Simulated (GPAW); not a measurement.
# The Al K excitation threshold of Al (Aluminum, Fm-3m) under uniform strain

For each volume the threshold was computed as E(hole, excited electron kept) − E(ground) (GPAW, PBE, 8-atom cell, total energies on 5×5×5 k points, hole spin-paired). The values are raw, 14 eV above the value with the free atom's term for the hole's spin taken off; only their change is used. The threshold is the spectrum's zero, where absorption may be weak, not the visible edge.

| volume | ln(V/V₀) | threshold (eV) |
| --- | --- | --- |
| V × 0.94 | -0.06188 | 1570.884 |
| V × 0.97 | -0.03046 | 1570.931 |
| V × 1 | +0.00000 | ? |
| V × 1.03 | +0.02956 | 1571.014 |
| V × 1.06 | +0.05827 | 1571.050 |

Fit a straight line in ln(V/V₀), give its slope, and predict the threshold at V × 1.

The means of the given rows are x̄ = -0.00113 and Ē = 1570.970 eV. Σ(x − x̄)(E − Ē) = 0.01247 and Σ(x − x̄)² = 0.009021, so the slope is +1.38 eV, and the line passes the given rows within 0.002 eV. At x = +0.00000 it gives 1570.970 + (+1.38) × (+0.00113) = 1570.971 eV. The run gives 1570.974 eV, a miss of -0.003 eV over a total move of +0.166 eV. The slope is the clamped-ion volume deformation potential of the Fermi level against the Al 1s level, with the hole's relaxation included: the threshold rises by 0.014 eV for 1 % of expansion. The excited electron's band filling changes with volume too and isn't taken out.

[Hosts, paths, dates, database ids (printed as entryN), source tags and the programs' standing remarks are cut or masked in the printed files.]

[Lists of maxima count a maximum above −3 eV only where it reaches 4 % of the highest in the window and stands out from its surroundings by 2 % of it (1.5 % where it reaches 55 %); shoulders and weaker maxima are passed over, and of the rest the first, up to two pre-edge ones and the few strongest are named.]
